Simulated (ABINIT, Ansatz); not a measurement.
## VBiO4 (Clinobisvanite): one start, several treatments of the self-energy

Aim: compare treatments of exchange, screening and correlation for the gap of VBiO4 (Clinobisvanite).

Program: ABINIT 10.8.3. Level of theory: LDA and many-body steps on it, plane waves. Results are calculated unless marked as measured.

**What was measured.**

- Gap 2.38 eV: optical gap from linear extrapolation of the absorption edge; UV-visible absorption, Tauc-type extrapolation; powder (hydrothermally grown porous microspheres, annealed at 500 C) (“Fabrication and performance enhancement of an In2O3/BiVO4 heterojunction for N-butanol gas sensing applications”, 2024, pmc:11650617).

- Gap 2.27 eV: optical absorption edge, indirect Tauc analysis, light polarized along [-110] (tetragonal axes), perpendicular to principal axis; transmittance and reflectance spectroscopy, Tauc plot; 300 K; bulk crystal (Czochralski single crystal, (110)-oriented, 360 um thick) (“Role of the ferroelastic strain in the optical absorption of BiVO4”, 2020, arxiv:2004.10183).

- Gap 2.39 eV: optical absorption edge, indirect Tauc analysis, light polarized along [001] (tetragonal axes), parallel to principal axis; transmittance and reflectance spectroscopy, Tauc plot; 300 K; bulk crystal (Czochralski single crystal, (110)-oriented, 360 um thick) (“Role of the ferroelastic strain in the optical absorption of BiVO4”, 2020, arxiv:2004.10183).

### Step 1. Set-up

Symmetry: C2/c, No. 15, monoclinic system. The conventional cell has a = 7.247 Å, b = 11.697 Å, c = 5.090 Å, α = 90.00°, β = 134.22°, γ = 90.00°. Nearest to V lie 4 O at 1.69 to 1.77 Å. Nearest to Bi lie 8 O at 2.35 to 2.63 Å. Nearest to O lie 1 V at 1.77 Å and 2 Bi at 2.35 to 2.37 Å. Nearest to O lie 1 V at 1.69 Å and 2 Bi at 2.52 to 2.63 Å. Farther neighbours and most contacts between anions are not listed.

The cell and positions come from the Crystallography Open Database and are kept as given unless a step says otherwise. Spin-orbit coupling is left out unless a step names it.

### Step 2. Empty states on the mesh, 2×2×4 mesh, 265 bands

This step: ABINIT 10.8.3; DFT, LDA, plane waves, norm-conserving pseudopotentials.

The sums over transitions need many empty states on a uniform mesh; this step solves for them.

run.abi

```
acell 3*1.0 Angstrom
rprim 
  3.623583094700 -5.848600000000 -0.000000000000
  3.623583094700 5.848600000000 0.000000000000
  -3.550011012700 0.000000000000 3.647394391800
ntypat 3
znucl 23 83 8
natom 12
typat 1 1 2 2 3 3 3 3 3 3 3 3
xred 
  0.870000000000 0.130000000000 0.750000000000
  0.130000000000 0.870000000000 0.250000000000
  0.366500000000 0.633500000000 0.750000000000
  0.633500000000 0.366500000000 0.250000000000
  0.938300000000 0.354700000000 0.638800000000
  0.645300000000 0.061700000000 0.861200000000
  0.061700000000 0.645300000000 0.361200000000
  0.354700000000 0.938300000000 0.138800000000
  0.811300000000 0.709900000000 0.879600000000
  0.290100000000 0.188700000000 0.620400000000
  0.188700000000 0.290100000000 0.120400000000
  0.709900000000 0.811300000000 0.379600000000
pp_dirpath "pseudos"
pseudos "V.upf, Bi.upf, O.upf"
ecut 42
ngkpt 2 2 4
nshiftk 1
shiftk 0 0 0
kptopt 1
chksymbreak 0
iscf -2
irdden 1
istwfk *1
nband 265
nbdbuf 24
tolwfr 1e-09
nstep 60
prtvol 0
indata_prefix "in"
outdata_prefix "out"
tmpdata_prefix "tmp"
```

Run with:

```sh
> OMP_NUM_THREADS=1 mpirun -n 8 abinit run.abi > log
```

Numbers of over 12 decimals in the logs are rounded to 6 here.

What it wrote:

```text
.Version 10.8.3 of ABINIT. v10.8.2 released Aug 2026.

 Symmetries : space group C2/c (# 15); Bravais mC (1-face-center monocl.)
[... echo of the input left out ...]
== DATASET  1 ==================================================================
-   mpi_nproc: 8, omp_nthreads: 1 (-1 if OMP is not activated)
-    --> not optimal distribution: autoparal keyword recommended in input file <--

--- !DatasetInfo
iteration_state: {dtset: 1, }
dimensions: {natom: 12, nkpt: 9, mband: 265, nsppol: 1, nspinor: 1, nspden: 1, mpw: 13589, }
cutoff_energies: {ecut:  42.0, pawecutdg:  -1.0, }
[...]
2.30626    2.31627    2.32603    2.32663    2.36996    2.37106    2.38455    2.39761
   2.41013    2.41330    2.41423    2.41653    2.44422    2.45563    2.46299    2.47275
   2.49747
 prteigrs : prtvol=0 or 1, do not print more k-points.

== END DATASET(S) ==============================================================
================================================================================

 -outvars: echo values of variables after computation  --------
            nband         265
             nkpt           9
          spgroup          15
 [... the other variables as echoed above ...]

 Calculation completed.
```

Run time: 6.6 min. Hardware: 8 MPI ranks of Arm Neoverse V2, shared host; peak memory 1.4 GiB; 53 min of CPU time.

Numbers from this step:

```
gap                                                           : 2.325 eV
k of the valence top                                          : 0, 0, 0.25
k of the conduction bottom                                    : 0.5, 0, 0.5
least direct gap                                              : 2.381 eV
k points computed                                             : 9
lowest point of the top converged band, above the valence top : 55.8636 eV
```

On this mesh the gap is 2.325 eV.

The density comes from a self-consistent run that is not shown.

### Step 3. Screening, 2×2×4 mesh, 134 bands, screening to 98 eV

The RPA dielectric matrix is built and inverted for each q.

This step: RPA screening on LDA, plane waves, norm-conserving pseudopotentials.

Edit run.abi of step 2 so:

```diff
@@ -30,10 +30,11 @@
 chksymbreak 0
-iscf -2
-irdden 1
 istwfk *1
-nband 265
-nbdbuf 24
-tolwfr 1e-09
-nstep 60
-prtvol 0
+occopt 1
+irdwfk 1
+optdriver 3
+nband 134
+ecuteps 3.6
+inclvkb 2
+awtr 1
+symchi 1
 indata_prefix "in"
@@ -41 +42,2 @@
 tmpdata_prefix "tmp"
+fftgw 31
```

What it wrote:

```text
.Version 10.8.3 of ABINIT. v10.8.2 released Aug 2026.

 Symmetries : space group C2/c (# 15); Bravais mC (1-face-center monocl.)
[... echo of the input left out ...]
== DATASET  1 ==================================================================
-   mpi_nproc: 8, omp_nthreads: 1 (-1 if OMP is not activated)

--- !DatasetInfo
iteration_state: {dtset: 1, }
dimensions: {natom: 12, nkpt: 9, mband: 134, nsppol: 1, nspinor: 1, nspden: 1, mpw: 13589, }
cutoff_energies: {ecut:  42.0, pawecutdg:  -1.0, }
electrons: {nelect:   1.20000000E+02, charge:   0.00000000E+00, occopt:   1.00000000E+00, tsmear:   1.00000000E-02, }

 SCREENING: Calculation of the susceptibility and dielectric matrices

 Based on a program developped by R.W. Godby, V. Olevano, G. Onida, and L. Reining.
 Incorporated in ABINIT by V. Olevano, G.-M. Rignanese, and M. Torrent.
.Using double precision arithmetic ; gwpc =  8

[... cell and pseudopotentials left out ...]
--------------------------------------------------------------------------------

 ==== K-mesh for the wavefunctions ====
 Number of points in the irreducible wedge :     9
[... list of points left out ...]
 Together with  4 symmetry operations and time-reversal symmetry
 yields    16 points in the full Brillouin Zone.

 ==== Q-mesh for the screening function ====
 Number of points in the irreducible wedge :     9
[... list of points left out ...]
 Together with  4 symmetry operations and time-reversal symmetry
 yields    16 points in the full Brillouin Zone.

 setmesh: FFT mesh size selected  =    60x   60x   48
          total number of points  =       172800

 vcoul_init : cutoff-mode = AUXILIARY_FUNCTION
 q-points for optical limit:   1
     1)      0.000010    0.000020    0.000030

- screening: taking advantage of time-reversal symmetry
- Maximum band index for partially occupied states nbvw = 60
- Remaining bands to be divided among processors   nbcw = 74
- Number of bands treated by each node ~9

 Number of electrons calculated from density =  120.0000; Expected =  120.0000
 average of density, n =  0.115022
 r_s =    1.2756
 omega_plasma =   32.7150 [eV]

 calculating chi0 at frequencies [eV] :
  1    0.000000E+00    0.000000E+00
  2    0.000000E+00    3.271497E+01

--------------------------------------------------------------------------------
  q-point number  1        q = ( 0.000000, 0.000000, 0.000000) [r.l.u.]
--------------------------------------------------------------------------------
[... chi0 elements left out ...]
 For q-point:  0.000010 0.000020 0.000030
  dielectric constant =   7.2974
  dielectric constant without local fields =   8.4139

  Average fulfillment of the sum rule on Im[epsilon] for q-point    1 :     33.53  [%]
[... wings left out ...]
  q-point number  2        q = ( 0.500000, 0.000000, 0.000000) [r.l.u.]
--------------------------------------------------------------------------------
[... chi0 elements left out ...]
  Average fulfillment of the sum rule on Im[epsilon] for q-point    2 :     39.50  [%]

 [... 7 further q-points ...]
```

Wall time 4.6 min (8 MPI ranks); peak memory 16 GiB; 36 min of CPU time.

This step gave:

- ε∞ with local fields, on this mesh, along the program's q direction: 7.297
- the same without local fields: 8.414
- plasma frequency: 32.72 eV
- plane waves in the screening matrix: 345

Local fields lower ε∞ by 13 %. On a Γ-centred mesh this coarse the value itself is usually too large, while a short band sum pulls it down.

### Step 4. G0W0, Godby-Needs plasmon pole

The self-energy is evaluated for the states that the input lists, and the levels follow from it, in one-shot runs by the linearised quasiparticle equation.

This step: G0W0 on LDA, plane waves, norm-conserving pseudopotentials.

Edit run.abi of step 3 so:

```diff
@@ -33,8 +33,21 @@
 irdwfk 1
-optdriver 3
+optdriver 4
 nband 134
+gwcalctyp 0
+ecutsigx 42
+symsigma 1
+nkptgw 4
+kptgw 
+  0.0000000000 0.0000000000 0.2500000000
+  0.5000000000 0.0000000000 0.5000000000
+  0.5000000000 0.0000000000 0.0000000000
+  0.0000000000 0.0000000000 0.0000000000
+bdgw 
+  59 62
+  59 62
+  59 62
+  59 62
 ecuteps 3.6
-inclvkb 2
-awtr 1
-symchi 1
+irdscr 1
+ppmodel 1
 indata_prefix "in"
```

What it wrote:

```text
.Version 10.8.3 of ABINIT. v10.8.2 released Aug 2026.

 Symmetries : space group C2/c (# 15); Bravais mC (1-face-center monocl.)
[... echo of the input left out ...]
== DATASET  1 ==================================================================
-   mpi_nproc: 8, omp_nthreads: 1 (-1 if OMP is not activated)

--- !DatasetInfo
iteration_state: {dtset: 1, }
dimensions: {natom: 12, nkpt: 9, mband: 134, nsppol: 1, nspinor: 1, nspden: 1, mpw: 13589, }
cutoff_energies: {ecut:  42.0, pawecutdg:  -1.0, }
electrons: {nelect:   1.20000000E+02, charge:   0.00000000E+00, occopt:   1.00000000E+00, tsmear:   1.00000000E-02, }

 SIGMA: Calculation of the GW corrections

 Based on a program developped by R.W. Godby, V. Olevano, G. Onida, and L. Reining.
 Incorporated in ABINIT by V. Olevano, G.-M. Rignanese, and M. Torrent.
.Using double precision arithmetic ; gwpc =  8

[... cell and pseudopotentials left out ...]
--------------------------------------------------------------------------------

 ==== K-mesh for the wavefunctions ====
 Number of points in the irreducible wedge :     9
[... list of points left out ...]
 Together with  4 symmetry operations and time-reversal symmetry
 yields    16 points in the full Brillouin Zone.

 ==== Q-mesh for screening function ====
 Number of points in the irreducible wedge :     9
[... list of points left out ...]
 Together with  4 symmetry operations and time-reversal symmetry
 yields    16 points in the full Brillouin Zone.

 vcoul_init : cutoff-mode = AUXILIARY_FUNCTION
 q-points for optical limit:   1
     1)      0.000010    0.000020    0.000030
 setmesh: FFT mesh size selected  =    60x   60x   48
          total number of points  =       172800

 Number of electrons calculated from density =  120.0000; Expected =  120.0000
 average of density, n =  0.115022
 r_s =    1.2756
 omega_plasma =   32.7150 [eV]

 === KS Band Gaps ===
  >>>> For spin  1
   Minimum direct gap =   2.3810 [eV], located at k-point      :   0.5000  0.0000  0.0000
   Fundamental gap    =   2.3245 [eV], Top of valence bands at :   0.0000  0.0000  0.2500
                                       Bottom of conduction at :   0.5000  0.0000  0.5000
 SIGMA fundamental parameters:
 PLASMON POLE MODEL  1
 number of plane-waves for SigmaX                13521
 number of plane-waves for SigmaC and W            345
 number of plane-waves for wavefunctions         13521
 number of bands                                   134
 number of independent spin polarizations            1
 number of spinorial components                      1
 number of k-points in IBZ                           9
 number of q-points in IBZ                           9
 number of symmetry operations                       4
 number of k-points in BZ                           16
 number of q-points in BZ                           16
 number of frequencies for dSigma/dE                 9
 frequency step for dSigma/dE [eV]                0.25
 number of omega for Sigma on real axis              0
 max omega for Sigma on real axis  [eV]           0.00
 zcut for avoiding poles [eV]                     0.10

 EPSILON^-1 parameters (SCR file):
 dimension of the eps^-1 matrix on file            345
 dimension of the eps^-1 matrix used               345
 number of plane-waves for wavefunctions         13521
 number of bands                                   134
 number of q-points in IBZ                           9
 number of frequencies                               2
 number of real frequencies                          1
 number of imag frequencies                          1

 matrix elements of self-energy operator (all in [eV])

 Perturbative Calculation

--- !SelfEnergy_ee
iteration_state: {dtset: 1, }
kpoint     : [   0.000,    0.000,    0.250, ]
spin       : 1
KS_gap     :    2.627
QP_gap     :    3.966
Delta_QP_KS:    1.339
data: !SigmaeeData |
     Band     E0 <VxcDFT>   SigX SigC(E0)      Z dSigC/dE  Sig(E)    E-E0       E
       59   4.879 -19.724 -24.209   5.087   0.763  -0.311 -19.265   0.459   5.337
       60   5.384 -19.614 -22.603   3.861   0.778  -0.286 -18.936   0.678   6.061
       61   8.010 -20.594 -14.004  -3.988   0.775  -0.290 -18.578   2.016  10.027
       62   8.173 -21.252 -14.454  -4.101   0.772  -0.296 -19.171   2.081  10.255

--- !SelfEnergy_ee
iteration_state: {dtset: 1, }
kpoint     : [   0.500,    0.000,    0.500, ]
spin       : 1
KS_gap     :    2.462
QP_gap     :    3.862
Delta_QP_KS:    1.399
data: !SigmaeeData |
     Band     E0 <VxcDFT>   SigX SigC(E0)      Z dSigC/dE  Sig(E)    E-E0       E
       59   4.988 -19.874 -24.006   4.816   0.766  -0.306 -19.350   0.524   5.512
       60   5.246 -19.529 -22.513   3.830   0.780  -0.281 -18.869   0.660   5.906
[...]
--- !SelfEnergy_ee
iteration_state: {dtset: 1, }
kpoint     : [   0.500,    0.000,    0.000, ]
spin       : 1
KS_gap     :    2.381
QP_gap     :    3.764
Delta_QP_KS:    1.383
data: !SigmaeeData |
     Band     E0 <VxcDFT>   SigX SigC(E0)      Z dSigC/dE  Sig(E)    E-E0       E
[...]
--- !SelfEnergy_ee
iteration_state: {dtset: 1, }
kpoint     : [   0.000,    0.000,    0.000, ]
spin       : 1
KS_gap     :    2.965
QP_gap     :    4.525
Delta_QP_KS:    1.559
data: !SigmaeeData |
     Band     E0 <VxcDFT>   SigX SigC(E0)      Z dSigC/dE  Sig(E)    E-E0       E
[...]
60   5.001 -20.090 -24.285   4.885   0.767  -0.303 -19.561   0.529   5.529
       61   7.966 -20.896 -14.115  -4.085   0.775  -0.291 -18.808   2.088  10.054
       62   8.407 -21.599 -14.724  -4.133   0.769  -0.301 -19.492   2.108  10.514

== END DATASET(S) ==============================================================
================================================================================

 -outvars: echo values of variables after computation  --------
           etotal      0.0000000000E+00
            nband         134
             nkpt           9
          spgroup          15
 [... the other variables as echoed above ...]

 Calculation completed.
```

Wall time 28 s (8 MPI ranks); peak memory 5.2 GiB.

Numbers from this step:

```yaml
g0w0_gap_on_the_mesh: 3.706 eV
starting_gap_on_the_mesh: 2.325 eV
k_of_the_valence_top: 0, 0, 0.25
k_of_the_conduction_bottom: 0.5, 0, 0.5
z_at_the_valence_top: 0.778
z_at_the_conduction_bottom: 0.774
least_direct_g0w0_gap_on_the_computed_points: 3.764 eV
```

The gap on the mesh goes from 2.32 eV to 3.71 eV, a correction of +1.38 eV.

### Step 5. G0W0, von der Linden-Horsch plasmon pole

Edit run.abi of step 4 so:

```diff
@@ -51,3 +51,3 @@
 irdscr 1
-ppmodel 1
+ppmodel 3
 indata_prefix "in"
```

What it wrote:

```text
.Version 10.8.3 of ABINIT. v10.8.2 released Aug 2026.

 Symmetries : space group C2/c (# 15); Bravais mC (1-face-center monocl.)
[... echo of the input left out ...]
== DATASET  1 ==================================================================
-   mpi_nproc: 8, omp_nthreads: 1 (-1 if OMP is not activated)

--- !DatasetInfo
iteration_state: {dtset: 1, }
dimensions: {natom: 12, nkpt: 9, mband: 134, nsppol: 1, nspinor: 1, nspden: 1, mpw: 13589, }
cutoff_energies: {ecut:  42.0, pawecutdg:  -1.0, }
electrons: {nelect:   1.20000000E+02, charge:   0.00000000E+00, occopt:   1.00000000E+00, tsmear:   1.00000000E-02, }

 SIGMA: Calculation of the GW corrections

 Based on a program developped by R.W. Godby, V. Olevano, G. Onida, and L. Reining.
 Incorporated in ABINIT by V. Olevano, G.-M. Rignanese, and M. Torrent.
.Using double precision arithmetic ; gwpc =  8

[... cell and pseudopotentials left out ...]
--------------------------------------------------------------------------------

 ==== K-mesh for the wavefunctions ====
 Number of points in the irreducible wedge :     9
[... list of points left out ...]
 Together with  4 symmetry operations and time-reversal symmetry
 yields    16 points in the full Brillouin Zone.

 ==== Q-mesh for screening function ====
 Number of points in the irreducible wedge :     9
[... list of points left out ...]
 Together with  4 symmetry operations and time-reversal symmetry
 yields    16 points in the full Brillouin Zone.

 vcoul_init : cutoff-mode = AUXILIARY_FUNCTION
 q-points for optical limit:   1
     1)      0.000010    0.000020    0.000030
 setmesh: FFT mesh size selected  =    60x   60x   48
          total number of points  =       172800

 Number of electrons calculated from density =  120.0000; Expected =  120.0000
[...]
matrix elements of self-energy operator (all in [eV])

 Perturbative Calculation

--- !SelfEnergy_ee
iteration_state: {dtset: 1, }
kpoint     : [   0.000,    0.000,    0.250, ]
spin       : 1
KS_gap     :    2.627
QP_gap     :    4.178
Delta_QP_KS:    1.551
data: !SigmaeeData |
     Band     E0 <VxcDFT>   SigX SigC(E0)      Z dSigC/dE  Sig(E)    E-E0       E
       59   4.879 -19.724 -24.209   5.088   0.845  -0.183 -19.214   0.510   5.388
       60   5.384 -19.614 -22.603   3.871   0.854  -0.171 -18.860   0.753   6.137
       61   8.010 -20.594 -14.004  -3.904   0.858  -0.165 -18.289   2.304  10.315
[...]
--- !SelfEnergy_ee
iteration_state: {dtset: 1, }
kpoint     : [   0.500,    0.000,    0.500, ]
spin       : 1
KS_gap     :    2.462
QP_gap     :    4.077
Delta_QP_KS:    1.615
data: !SigmaeeData |
     Band     E0 <VxcDFT>   SigX SigC(E0)      Z dSigC/dE  Sig(E)    E-E0       E
[...]
--- !SelfEnergy_ee
iteration_state: {dtset: 1, }
kpoint     : [   0.500,    0.000,    0.000, ]
spin       : 1
KS_gap     :    2.381
QP_gap     :    3.963
Delta_QP_KS:    1.582
data: !SigmaeeData |
     Band     E0 <VxcDFT>   SigX SigC(E0)      Z dSigC/dE  Sig(E)    E-E0       E
[...]
--- !SelfEnergy_ee
iteration_state: {dtset: 1, }
kpoint     : [   0.000,    0.000,    0.000, ]
spin       : 1
KS_gap     :    2.965
QP_gap     :    4.741
Delta_QP_KS:    1.775
data: !SigmaeeData |
     Band     E0 <VxcDFT>   SigX SigC(E0)      Z dSigC/dE  Sig(E)    E-E0       E
[...]
61   7.966 -20.896 -14.115  -4.007   0.857  -0.167 -18.519   2.377  10.343
       62   8.407 -21.599 -14.724  -4.006   0.853  -0.172 -19.151   2.449  10.855

== END DATASET(S) ==============================================================
================================================================================

 -outvars: echo values of variables after computation  --------
           etotal      0.0000000000E+00
            nband         134
             nkpt           9
          spgroup          15
 [... the other variables as echoed above ...]

 Calculation completed.
```

Wall time 19 s (8 MPI ranks); peak memory 5 GiB; 2.5 min of CPU time.

Numbers from this step:

- G0W0 gap on the mesh: 3.909 eV
- starting gap on the mesh: 2.325 eV
- k of the valence top: 0, 0, 0.25
- k of the conduction bottom: 0.5, 0, 0.5
- Z at the valence top: 0.854
- Z at the conduction bottom: 0.857
- least direct G0W0 gap on the computed points: 3.963 eV

Against G0W0 in ABINIT (2×2×4 mesh, 134 bands, screening to 98 eV, Godby-Needs plasmon pole), the gap moves by +0.203 eV.

[end of part 1 of 2]

[Paths, hosts, dates, memory and timing lines, banners, echoed tables and standing remarks are left out of the program output.]

[Logs are printed without paths, hosts, clocks, repeated set-up lines and the standing remarks that a program may print on its own settings, such as how far it seeks lower states.]

[Runs of the session that timed out or met a known fault of the program may be left out.]

[Hosts, paths, dates, database ids (printed as entryN), source tags and the programs' standing remarks are cut or masked in the printed files.]

[G0W0 gaps are taken among the corrected bands and points alone; a level outside them can change the order at an edge.]

[Where Ansatz stands beside ABINIT at settings called matched, ABINIT's density can come from a denser mesh and the files from another edition; pairs whose starting gaps differed by over 0.03 eV were left out, so agreement reads better than it is.]
